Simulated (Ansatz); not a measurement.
Consider Rb2WBr6 (started from the K2PtCl6 type) (Fm-3m).

The structure was built from a prototype and need not be the compound's stable phase.

```xyz
9
Lattice="5.0297 0.0000 5.0297 5.0297 5.0297 0.0000 0.0000 5.0297 5.0297" Properties=species:S:1:pos:R:3 pbc="T T T"
Rb    2.5148    2.5148    2.5148
Rb    7.5445    7.5445    7.5445
W     0.0000    0.0000    0.0000
Br    2.4931    5.0297    5.0297
Br    7.5662    5.0297    5.0297
Br    5.0297    5.0297    2.4931
Br    5.0297    5.0297    7.5662
Br    5.0297    2.4931    5.0297
Br    5.0297    7.5662    5.0297
```

The structure was relaxed with LDA. The structure type comes from a generator and need not be one that this composition takes. The structure was generated from a model, not taken from a measurement. The runs that relaxed it are not among those shown. The program's search for lower electronic states was switched off, so nothing shows that the state found is the lowest. Spin-orbit coupling is left out unless a run names it. PAW set soft_2, made with PBE.

A constrained-RPA run (Ansatz 0.2.0; non-magnetic LDA; W t2g, bands v1 to c2, 2×2×2 mesh, medium accuracy) builds 3 functions on bands 0.87 eV wide, with 2.0 electrons in the window. The bare on-site interaction is 9.7 eV and the bare J 0.33 eV.

What U and J survive the screening?

On the W t2g shell, U = 2.64 eV (27 % of the bare value), U′ = 2.11 eV, J = 0.23 eV.

The parent state is non-magnetic and the interaction static (zero frequency); U depends on the window and the orbitals, so it belongs to this model alone. Spin-orbit coupling, which is strong for atoms this heavy, is left out. Coarse meshes can leave U off its limit, most where the target bands are metallic.

[Paths, hosts, dates, memory and timing lines, banners, echoed tables and standing remarks are left out of the program output.]

[Logs are printed without paths, hosts, clocks, repeated set-up lines and the standing remarks that a program may print on its own settings, such as how far it seeks lower states.]

[Runs of the session that timed out or met a known fault of the program may be left out.]

[Hosts, paths, dates, database ids (printed as entryN), source tags and the programs' standing remarks are cut or masked in the printed files.]
